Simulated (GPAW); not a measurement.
# Surface energy and work function of K(110) from slabs of 3 to 12 layers (RPBE)

How do energy and work function of K(110) films settle with thickness, and what surface energy follows?

Set-up. GPAW 26.7.0, plane waves at 450 eV with PAW setups; symmetric 1×1 slabs cut at the tabulated lattice constant (two decimals; low-temperature values for the alkali metals), atoms at bulk places, 7.5 Å of vacuum on each side, one in-plane mesh for all thicknesses, Fermi-Dirac smearing of 0.1 eV. Energies are extrapolated to zero smearing and count from the program's reference atoms. Functional RPBE. The cell's area is 19.341 Å².

The runs, one held back:

```tsv
layers	energy (eV)	work function (eV)
3	−3.0487	2.35
4	−4.1418	2.33
5	−5.2288	2.32
6	−6.3221	2.32
7	−7.4105	2.32
8	−8.5009	2.32
9	−9.5914	2.31
10	−10.6805	2.32
11	−11.7701	2.32
12	?	?
```

**Question.** What surface energy do these runs give, and what energy and work function should the 12-layer slab have?

**Working.** A slab of n layers has E(n) = nε + 2Aγ once its middle is bulk-like. A line through n = 6 to 11 has the slope ε = −1.0897 eV a layer and the intercept 2Aγ = 0.2168 eV (r.m.s. residual 0.5 meV). So γ = 0.2168 / (2 × 19.341 Å²) = 0.0056 eV/Å² = 0.09 J/m², with a standard error of under 0.01 J/m² from the scatter about the line. For 12 layers: 0.2168 + 12 × (−1.0897) = −12.860 eV; the run gives −12.860 eV, 0.4 meV over the line. The work function has no such law: from 6 to 11 layers it moves between 2.31 and 2.32 eV (mean 2.32), and the 12-layer slab gives 2.32 eV. The thinnest slab, 3 layers, lies +0.03 eV from that mean.

**Limits.** The surfaces are unrelaxed, so γ is an upper bound for this functional and lattice constant. The tabulated lattice constant isn't the functional's own, which strains the slab a little.

[Logs are printed without paths, hosts, clocks, repeated set-up lines and the standing remarks that a program may print on its own settings, such as how far it seeks lower states.]
